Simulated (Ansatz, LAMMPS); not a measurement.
# Amorphous 62SiO2-38GeO2 (mol %) (96 atoms): geometry optimisation, part 2 of 4

How does amorphous 62SiO2-38GeO2 (mol %) (96 atoms) relax, and what do bonds, charges and levels look like afterwards?

Ansatz 0.2.0; Kohn-Sham DFT, PBE, PAW (set soft_2), plane waves.

The cell: 20 Si, 12 Ge and 64 O. The quench rate of 50 K/ps is many orders above laboratory rates. The network of bonds at the start is that of the classical potential that made the cell. The Brillouin zone is sampled at Γ only, in a cell whose shortest periodic width is 11 Å.

So far. Step 3 (Single point at the start): Neighbours are counted within 2.12 Å (O-Si), 2.27 Å (O-Ge).

## 4. Cell and atoms relaxed

The cell is relaxed with the atoms, since the starting lattice needn't suit this functional.

input.yaml reads:

```yaml
crystal:
  lattice:
    - [11.3914, 0.0, 0.0]
    - [0.0, 11.3914, 0.0]
    - [0.0, 0.0, 11.3914]
  atoms:
    [... the 96 atom lines of step 3 ...]
kpoints:
  mp_grid: { grid: [1, 1, 1] }
hamiltonian:
  xc: pbe
scf:
  occupations: { method: fermi_dirac, width: 0.025 }
output:
  forces: true
relax:
  f_tol: 0.04
  max_steps: 250
  cell: {}
```

Command:

```sh
> ansatz run input.yaml --threads 4 --pin off --max-ram 8192MiB --backend cpu --events-out ev --progress --plain --runs-dir out
```

Numbers of over 12 decimals in the logs are rounded to 6 here.

Output:

```text
[...]
Crystal: 96 atoms, lattice volume = 1478.194 Å³
Basis set: ecut = 420 eV, 28887 PW (Γ), exchange–correlation on 160×160×160 points (8 copies of the dense FFT grid, shifted against one another)
Bands: 412, of which v1, the nominal top of the filled ones, is band 316 counted from 1 (315 counted from 0)
Symmetry: 1 space group operations
[...]
k-points: 1
[...]
SCF iter   1: F=—  HF=-100622.172911 eV  |F-HF|=—  |Δ(HF+E_count)|=         —  Δρ=2.90e-3  dr2=3.05e-1  ethr=1.77e-3  ⟨swp⟩=5.0  Hψ=1596  notcnv=0  defer=86
[...]
SCF iter   9: F=-100622.115722 eV  HF=-100622.115722 eV  |F-HF|=6.13e-9  |Δ(HF+E_count)|=   1.13e-7  Δρ=1.53e-6  dr2=2.62e-8  ethr=1.58e-11  ⟨swp⟩=5.0  Hψ=1367  notcnv=0
SCF 1 converged in 9 iterations: F = -100622.115722 eV  dr2 = 2.62e-8
[...]
relax step   1: F+E_penalty+E_count = -100622.11572211 eV  Δ(F+E_penalty+E_count) = +0.000e0 eV  max|allowed force component| = 2.058e0 eV/Å  Δτ_max = 0.0000 Å  P = +2.465 GPa  Ω = 1478.194 Å³  (9 SCF iters, dr2 threshold 1.00e-7 eV, accepted)
[... from here on, the SCF cycles and remarks between the steps are left out ...]
relax step   2: F+E_penalty+E_count = -100625.31419739 eV  Δ(F+E_penalty+E_count) = -3.198e0 eV  max|allowed force component| = 1.396e0 eV/Å  Δτ_max = 0.1246 Å  P = +1.185 GPa  Ω = 1481.680 Å³  energy of the carried Pulay correction = -1.130e-2 eV  (8 SCF iters, dr2 threshold 9.60e-6 eV, accepted)
relax step   3: F+E_penalty+E_count = -100627.89405103 eV  Δ(F+E_penalty+E_count) = -2.580e0 eV  max|allowed force component| = 6.530e-1 eV/Å  Δτ_max = 0.1998 Å  P = -0.294 GPa  Ω = 1465.183 Å³  energy of the carried Pulay correction = +4.241e-2 eV  (8 SCF iters, dr2 threshold 9.60e-6 eV, accepted)
relax step   4: F+E_penalty+E_count = -100628.72379944 eV  Δ(F+E_penalty+E_count) = -8.297e-1 eV  max|allowed force component| = 1.743e0 eV/Å  Δτ_max = 0.2000 Å  P = -0.008 GPa  Ω = 1437.154 Å³  energy of the carried Pulay correction = +1.351e-1 eV  (8 SCF iters, dr2 threshold 9.60e-6 eV, accepted)
relax step   5: F+E_penalty+E_count = -100629.06465570 eV  Δ(F+E_penalty+E_count) = -3.409e-1 eV  max|allowed force component| = 4.316e-1 eV/Å  Δτ_max = 0.1566 Å  P = -0.231 GPa  Ω = 1418.510 Å³  energy of the carried Pulay correction = +1.977e-1 eV  (8 SCF iters, dr2 threshold 9.60e-6 eV, accepted)
relax step   6: F+E_penalty+E_count = -100629.30698119 eV  Δ(F+E_penalty+E_count) = -2.423e-1 eV  max|allowed force component| = 1.961e-1 eV/Å  Δτ_max = 0.2000 Å  P = -0.022 GPa  Ω = 1415.395 Å³  energy of the carried Pulay correction = +2.082e-1 eV  (8 SCF iters, dr2 threshold 9.60e-6 eV, accepted)
relax step   7: F+E_penalty+E_count = -100629.40071899 eV  Δ(F+E_penalty+E_count) = -9.374e-2 eV  max|allowed force component| = 1.226e-1 eV/Å  Δτ_max = 0.2000 Å  P = -0.010 GPa  Ω = 1412.610 Å³  energy of the carried Pulay correction = +2.177e-1 eV  (8 SCF iters, dr2 threshold 2.40e-6 eV, accepted)
relax step   8: F+E_penalty+E_count = -100629.45267804 eV  Δ(F+E_penalty+E_count) = -5.196e-2 eV  max|allowed force component| = 2.191e-1 eV/Å  Δτ_max = 0.1966 Å  P = -0.061 GPa  Ω = 1410.684 Å³  energy of the carried Pulay correction = +2.242e-1 eV  (8 SCF iters, dr2 threshold 9.39e-7 eV, accepted)
relax step   9: F+E_penalty+E_count = -100629.51523081 eV  Δ(F+E_penalty+E_count) = -6.255e-2 eV  max|allowed force component| = 1.609e-1 eV/Å  Δτ_max = 0.2000 Å  P = +0.014 GPa  Ω = 1406.600 Å³  energy of the carried Pulay correction = +2.381e-1 eV  (8 SCF iters, dr2 threshold 3.00e-6 eV, accepted)
relax step  10: F+E_penalty+E_count = -100629.54739302 eV  Δ(F+E_penalty+E_count) = -3.216e-2 eV  max|allowed force component| = 1.176e-1 eV/Å  Δτ_max = 0.1946 Å  P = -0.008 GPa  Ω = 1407.769 Å³  energy of the carried Pulay correction = +2.341e-1 eV  (8 SCF iters, dr2 threshold 1.62e-6 eV, accepted)
relax step  11: F+E_penalty+E_count = -100629.54701210 eV  Δ(F+E_penalty+E_count) = +3.809e-4 eV  max|allowed force component| = 2.280e-1 eV/Å  Δτ_max = 0.1026 Å  P = -0.267 GPa  Ω = 1406.683 Å³  energy of the carried Pulay correction = +2.378e-1 eV  (8 SCF iters, dr2 threshold 8.65e-7 eV, rejected (line search))
relax step  12: F+E_penalty+E_count = -100629.56073253 eV  Δ(F+E_penalty+E_count) = -1.334e-2 eV  max|allowed force component| = 4.272e-2 eV/Å  Δτ_max = 0.0513 Å  P = +0.006 GPa  Ω = 1406.590 Å³  energy of the carried Pulay correction = +2.381e-1 eV  (12 SCF iters, accepted)
relax step  13: F+E_penalty+E_count = -100629.57104580 eV  Δ(F+E_penalty+E_count) = -1.031e-2 eV  max|allowed force component| = 9.686e-2 eV/Å  Δτ_max = 0.0956 Å  P = -0.071 GPa  Ω = 1404.825 Å³  energy of the carried Pulay correction = +2.442e-1 eV  (8 SCF iters, dr2 threshold 1.14e-7 eV, accepted)
relax step  14: F+E_penalty+E_count = -100629.57299161 eV  Δ(F+E_penalty+E_count) = -1.946e-3 eV  max|allowed force component| = 5.453e-2 eV/Å  Δτ_max = 0.0133 Å  P = +0.009 GPa  Ω = 1404.766 Å³  energy of the carried Pulay correction = +2.444e-1 eV  (6 SCF iters, dr2 threshold 5.86e-7 eV, accepted)
relax step  15: F+E_penalty+E_count = -100629.57313792 eV  Δ(F+E_penalty+E_count) = -1.463e-4 eV  max|allowed force component| = 4.333e-2 eV/Å  Δτ_max = 0.0524 Å  P = -0.004 GPa  Ω = 1405.017 Å³  energy of the carried Pulay correction = +2.435e-1 eV  (8 SCF iters, dr2 threshold 1.86e-7 eV, accepted)
relax step  16: F+E_penalty+E_count = -100629.57535653 eV  Δ(F+E_penalty+E_count) = -2.219e-3 eV  max|allowed force component| = 1.860e-2 eV/Å  Δτ_max = 0.0151 Å  P = -0.014 GPa  Ω = 1404.751 Å³  energy of the carried Pulay correction = +2.444e-1 eV  (7 SCF iters, dr2 threshold 1.17e-7 eV, accepted)
relax step  17: F+E_penalty+E_count = -100629.52479224 eV  Δ(F+E_penalty+E_count) = +5.056e-2 eV  max|allowed force component| = 1.864e-2 eV/Å  Δτ_max = 0.0000 Å  P = -0.130 GPa  Ω = 1404.751 Å³  stress off target by 3.77e-1 GPa  SCF on the basis re-selected at this cell (its energy is not comparable with the rows above)  (9 SCF iters)
relax step  18: F+E_penalty+E_count = -100629.54918861 eV  Δ(F+E_penalty+E_count) = -2.440e-2 eV  max|allowed force component| = 1.809e-1 eV/Å  Δτ_max = 0.0739 Å  P = +0.147 GPa  Ω = 1395.984 Å³  energy of the carried Pulay correction = +2.906e-2 eV  (8 SCF iters, dr2 threshold 3.56e-7 eV, rejected (line search))
relax step  19: F+E_penalty+E_count = -100629.54616270 eV  Δ(F+E_penalty+E_count) = -2.137e-2 eV  max|allowed force component| = 5.739e-2 eV/Å  Δτ_max = 0.0361 Å  P = -0.011 GPa  Ω = 1401.464 Å³  energy of the carried Pulay correction = +1.052e-2 eV  (12 SCF iters, accepted)
relax step  20: F+E_penalty+E_count = -100629.55034597 eV  Δ(F+E_penalty+E_count) = -4.183e-3 eV  max|allowed force component| = 2.852e-2 eV/Å  Δτ_max = 0.0303 Å  P = -0.002 GPa  Ω = 1401.311 Å³  energy of the carried Pulay correction = +1.106e-2 eV  (8 SCF iters, dr2 threshold 2.06e-7 eV, accepted)
relax step  21: F+E_penalty+E_count = -100629.53875172 eV  Δ(F+E_penalty+E_count) = +1.159e-2 eV  max|allowed force component| = 2.849e-2 eV/Å  Δτ_max = 0.0000 Å  P = -0.013 GPa  Ω = 1401.311 Å³  stress off target by 3.86e-2 GPa  SCF on the basis re-selected at this cell (its energy is not comparable with the rows above)  (7 SCF iters)
[...]
SCF converged after 7 iterations
Free energy (F): -100629.538752 eV
[...]
Internal energy: -100629.538752 eV  (E = F + TS)
E sigma→0 (E₀):  -100629.538752 eV
Fermi energy:    4.098082 eV
[...]
--- Forces (eV/Å), atoms counted from 1 ---
  atom   1  Si     0.00046462    -0.00791872    -0.01650264
  atom   2  Si     0.00255202     0.00307184     0.00236910
  atom   3  Si    -0.00608233    -0.00307505    -0.01351176
  atom   4  Si    -0.00111112     0.00317509    -0.00520438
  atom   5  Si     0.01043897     0.00217796    -0.00128000
  atom   6  Si     0.00014194     0.00633703     0.00181865
  atom   7  Si    -0.00252765     0.00773234     0.00982252
  atom   8  Si     0.00846054     0.00502224    -0.00174493
  atom   9  Si     0.00960441     0.00504447     0.00242023
  atom  10  Si     0.00796268     0.00422547    -0.00170338
  atom  11  Si     0.00875878    -0.00140353     0.00257021
  atom  12  Si    -0.00151333    -0.00601341    -0.00257028
  atom  13  Si     0.00775756     0.00467985    -0.00247458
  atom  14  Si    -0.01413184    -0.00154955    -0.00163004
[...]
atom  95  O     -0.00302258    -0.00342764     0.00437679
  atom  96  O     -0.00035593    -0.00135896    -0.00289652
  max |Σ_I F_I| component: 9.36e-6 eV/Å
--- Stress (GPa, compression-positive) ---
        0.016912       0.010591      -0.015699
        0.010593      -0.027018       0.004403
       -0.015698       0.004403      -0.028464
  P = ⅓ Tr σ = -0.0129 GPa (-0.129 kbar)
--- Relaxed structure (19 steps of the walk, 17 accepted, 2 SCFs on fresh bases) ---
  F+E_penalty+E_count = -100629.53875172 eV   max|allowed force component| = 2.849e-2 eV/Å   (the final SCF, on the basis selected at the relaxed cell)
  cell:  # Å, volume = 1401.3112 Å³
    - [11.718439, 0.167767, -0.375356]
    - [0.167767, 10.966938, 0.147834]
    - [-0.375356, 0.147834, 10.920392]
  atoms:
    - { symbol: Si, position: [0.962016, 0.186609, 0.794640] }
    - { symbol: Si, position: [0.274134, 0.426205, 0.969744] }
    - { symbol: Si, position: [0.626157, 0.698698, 0.482738] }
    - { symbol: Si, position: [0.858047, 0.531915, 0.477201] }
[...]
- { symbol: O, position: [0.098521, 0.175700, 0.415568] }
```

Elapsed: 5.5 min, on 4 threads of Arm Neoverse V2, shared host; peak memory 2 GiB.

Relaxation path:

| step | energy less that of the first step (eV) | largest force component (eV/Å) | pressure (GPa) | volume (Å³) |
| --- | --- | --- | --- | --- |
| 1 | 0.0000 | 2.0580 | 2.47 | 1478.19 |
| 2 | -3.1985 | 1.3959 | 1.18 | 1481.68 |
| 3 | -5.7783 | 0.6530 | -0.29 | 1465.18 |
| 4 | -6.6081 | 1.7430 | -0.01 | 1437.15 |
| 5 | -6.9489 | 0.4316 | -0.23 | 1418.51 |
| 6 | -7.1913 | 0.1961 | -0.02 | 1415.39 |
| 7 | -7.2850 | 0.1226 | -0.01 | 1412.61 |
| 8 | -7.3370 | 0.2191 | -0.06 | 1410.68 |
| 9 | -7.3995 | 0.1609 | 0.01 | 1406.60 |
| 10 | -7.4317 | 0.1176 | -0.01 | 1407.77 |
| 11 | -7.4313 | 0.2280 | -0.27 | 1406.68 |
| 12 | -7.4450 | 0.0427 | 0.01 | 1406.59 |
| 13 | -7.4553 | 0.0969 | -0.07 | 1404.82 |
| 14 | -7.4573 | 0.0545 | 0.01 | 1404.77 |
| 15 | -7.4574 | 0.0433 | 0.00 | 1405.02 |
| 16 | -7.4596 | 0.0186 | -0.01 | 1404.75 |
| 17* | -7.4091 | 0.0186 | -0.13 | 1404.75 |
| 18 | -7.4335 | 0.1809 | 0.15 | 1395.98 |
| 19 | -7.4304 | 0.0574 | -0.01 | 1401.46 |
| 20 | -7.4346 | 0.0285 | 0.00 | 1401.31 |
| 21* | -7.4230 | 0.0285 | -0.01 | 1401.31 |

Relaxation steps marked * repeat the geometry before them on a plane-wave basis chosen anew for their cell, so energy and pressure can jump there. Relaxation steps 11, 18 were tried and not accepted.

| cell as run | before | after | change |
| --- | --- | --- | --- |
| a (Å) | 11.391 | 11.726 | +2.9 % |
| b (Å) | 11.391 | 10.969 | -3.7 % |
| c (Å) | 11.391 | 10.928 | -4.1 % |
| α (°) | 90.00 | 88.48 | -1.7 % |
| β (°) | 90.00 | 93.79 | +4.2 % |
| γ (°) | 90.00 | 88.33 | -1.9 % |
| volume (Å³/atom) | 15.40 | 14.60 | -5.2 % |

The atoms that moved most (Å, as changes of fractional coordinates times the final cell):

| atom | dx | dy | dz | length |
| --- | --- | --- | --- | --- |
| O69 | -0.559 | 0.558 | 0.189 | 0.813 |
| O66 | -0.273 | 0.678 | -0.291 | 0.787 |
| O54 | 0.121 | -0.387 | -0.585 | 0.712 |
| O48 | -0.461 | 0.040 | -0.415 | 0.622 |
| O62 | -0.085 | -0.153 | 0.553 | 0.580 |
| O80 | -0.203 | 0.430 | 0.230 | 0.528 |
| O91 | -0.373 | 0.187 | -0.263 | 0.493 |
| O88 | -0.327 | -0.209 | -0.304 | 0.493 |

The relaxation changed the energy by -77.3 meV/atom, and atoms moved by 0.32 Å r.m.s., 0.81 Å at most.

## 5. Local order after relaxation

Bonds before and after, by the cutoffs listed below:

| pair | bonds before | bonds after | mean before (Å) | mean after (Å) | spread before (Å) | spread after (Å) |
| --- | --- | --- | --- | --- | --- | --- |
| O-Si | 80 | 80 | 1.625 | 1.636 | 0.037 | 0.021 |
| O-Ge | 49 | 49 | 1.749 | 1.782 | 0.057 | 0.050 |

Density 2.91 g/cm³, 14.60 Å³ an atom.

g(r), total and by pair (bins of 0.2 Å):

| r (Å) | total | O-O | O-Si | O-Ge | Si-Si | Si-Ge | Ge-Ge |
| --- | --- | --- | --- | --- | --- | --- | --- |
| 1.60 | 3.58 | 0.00 | 12.90 | 0.00 | 0.00 | 0.00 | 0.00 |
| 1.80 | 1.82 | 0.00 | 0.14 | 10.70 | 0.00 | 0.00 | 0.00 |
| 2.00 | 0.10 | 0.00 | 0.00 | 0.59 | 0.00 | 0.00 | 0.00 |
| 2.20 | 0.00 | 0.00 | 0.00 | 0.00 | 0.00 | 0.00 | 0.00 |
| 2.40 | 0.02 | 0.04 | 0.00 | 0.00 | 0.00 | 0.00 | 0.00 |
| 2.60 | 1.60 | 3.54 | 0.00 | 0.11 | 0.00 | 0.00 | 0.00 |
| 2.80 | 1.35 | 2.94 | 0.05 | 0.10 | 0.34 | 0.00 | 0.00 |
| 3.00 | 1.08 | 1.38 | 0.29 | 0.31 | 4.02 | 2.27 | 2.54 |
| 3.20 | 0.82 | 0.56 | 0.38 | 0.49 | 3.64 | 3.67 | 2.28 |
| 3.40 | 0.66 | 0.50 | 0.90 | 0.63 | 0.00 | 0.41 | 4.14 |
| 3.60 | 0.71 | 0.50 | 1.17 | 0.95 | 0.00 | 0.00 | 0.00 |
| 3.80 | 1.01 | 0.72 | 1.70 | 1.22 | 0.38 | 0.15 | 0.00 |
| 4.00 | 1.11 | 0.73 | 1.62 | 1.58 | 0.51 | 0.72 | 0.49 |
| 4.20 | 1.16 | 0.69 | 1.88 | 1.52 | 0.79 | 0.78 | 0.00 |
| 4.40 | 1.14 | 0.76 | 1.25 | 2.09 | 0.57 | 1.31 | 1.23 |
| 4.60 | 1.07 | 1.09 | 0.80 | 1.20 | 1.07 | 1.85 | 1.08 |
| 4.80 | 1.02 | 1.35 | 0.64 | 0.72 | 0.97 | 1.22 | 1.00 |
| 5.00 | 1.08 | 1.42 | 0.63 | 0.64 | 1.56 | 1.58 | 1.56 |
| 5.20 | 1.04 | 1.36 | 0.61 | 0.62 | 1.85 | 1.38 | 0.56 |

Bonds by pair of elements; cutoffs follow the first minimum of g(r), held within bounds set by covalent radii, and pairs that aren't listed don't count as bonded:

| pair A-B | cutoff (Å) | bonds | mean length (Å) | spread (Å) | shortest (Å) | B about A | A about B |
| --- | --- | --- | --- | --- | --- | --- | --- |
| O-Si | 2.08 | 80 | 1.64 | 0.021 | 1.60 | 1.25 | 4 |
| O-Ge | 2.27 | 49 | 1.78 | 0.05 | 1.72 | 0.766 | 4.08 |

How many atoms have how many bonded neighbours:

| element | mean | 2 | 3 | 4 | 5 |
| --- | --- | --- | --- | --- | --- |
| Ge | 4.08 | 0 | 0 | 11 | 1 |
| O | 2.02 | 63 | 1 | 0 | 0 |
| Si | 4 | 0 | 0 | 20 | 0 |

Bond angles, per cent of each kind in bins of 5°:

| angle (°) | O-Si-O | O-Ge-O | Ge-O-Si | Si-O-Si | Ge-O-Ge |
| --- | --- | --- | --- | --- | --- |
| 85–90 | 0.0 | 2.6 | 0.0 | 0.0 | 0.0 |
| 90–95 | 0.0 | 7.9 | 0.0 | 0.0 | 0.0 |
| 95–100 | 0.8 | 6.6 | 0.0 | 0.0 | 0.0 |
| 100–105 | 12.5 | 13.2 | 0.0 | 0.0 | 0.0 |
| 105–110 | 46.7 | 19.7 | 0.0 | 0.0 | 0.0 |
| 110–115 | 32.5 | 28.9 | 3.7 | 0.0 | 16.7 |
| 115–120 | 7.5 | 17.1 | 11.1 | 0.0 | 16.7 |
| 120–125 | 0.0 | 1.3 | 7.4 | 7.4 | 8.3 |
| 125–130 | 0.0 | 0.0 | 14.8 | 7.4 | 8.3 |
| 130–135 | 0.0 | 1.3 | 11.1 | 11.1 | 8.3 |
| 135–140 | 0.0 | 0.0 | 18.5 | 14.8 | 8.3 |
| 140–145 | 0.0 | 0.0 | 11.1 | 11.1 | 16.7 |
| 145–150 | 0.0 | 0.0 | 14.8 | 33.3 | 8.3 |
| 150–155 | 0.0 | 0.0 | 0.0 | 0.0 | 8.3 |
| 155–160 | 0.0 | 0.0 | 3.7 | 7.4 | 0.0 |
| 160–165 | 0.0 | 0.0 | 3.7 | 3.7 | 0.0 |
| 165–170 | 0.0 | 0.0 | 0.0 | 3.7 | 0.0 |
| 170–175 | 0.0 | 1.3 | 0.0 | 0.0 | 0.0 |

Bond angles (no mean is given where the spread exceeds 20°):

| angle | count | mean (°) | spread (°) |
| --- | --- | --- | --- |
| O-Si-O | 120 | 109 | 4.1 |
| O-Ge-O | 76 | 109 | 11.5 |
| Ge-O-Si | 27 | 135 | 12 |
| Si-O-Si | 27 | 142 | 11.4 |
| Ge-O-Ge | 12 | 130 | 13.5 |

Oxygen atoms by the number of network formers (Si, P, Ge, B, Al, As, Ga) bound to them:

| network formers bound to O | O atoms | per cent |
| --- | --- | --- |
| 0 | 0 | 0 |
| 1 | 0 | 0 |
| 2 | 63 | 98.4 |
| 3 | 1 | 1.6 |

Network units: each former by its oxygen neighbours and how many of them bridge to another former:

| former | O neighbours | bridging O | atoms |
| --- | --- | --- | --- |
| Si | 4 | 4 | 20 |
| Ge | 4 | 4 | 11 |
| Ge | 5 | 5 | 1 |

Bond length by coordination (bonds to H left out):

| element | coordination | atoms | mean bond length (Å) |
| --- | --- | --- | --- |
| Ge | 4 | 11 | 1.77 |
| Ge | 5 | 1 | 1.85 |
| O | 2 | 63 | 1.69 |
| O | 3 | 1 | 1.88 |

Rings of the network by King's shortest-path rule, up to 12 atoms, one path for each pair of neighbours; H, halogens, alkali and alkaline-earth atoms are left out, and the last column divides by all other atoms, bonded or not:

| ring size (atoms) | rings | per network atom |
| --- | --- | --- |
| 6 | 1 | 0.01 |
| 8 | 4 | 0.042 |
| 10 | 17 | 0.177 |
| 12 | 18 | 0.188 |

Counting bonds as in the table, 92 % of Ge atoms have 4, 98 % of O atoms have 2 and all Si atoms have 4 bonded neighbours. The O-Si-O angle averages 109° with a spread of 4°. 98 % of the oxygens bridge two formers (Si and Ge) and 0 % are non-bridging; 2 % join three. The commonest Si unit has 4 oxygens, 4 of them shared with other formers (20 of 20 atoms). Rings of 12 atoms are the most common (45 % of those counted); sizes run from 6 to 12, where the search stops.

(Continued in part 3 of 4.)

[Logs are printed without paths, hosts, clocks, repeated set-up lines and the standing remarks that a program may print on its own settings, such as how far it seeks lower states.]

[Hosts, paths, dates, database ids (printed as entryN), source tags and the programs' standing remarks are cut or masked in the printed files.]
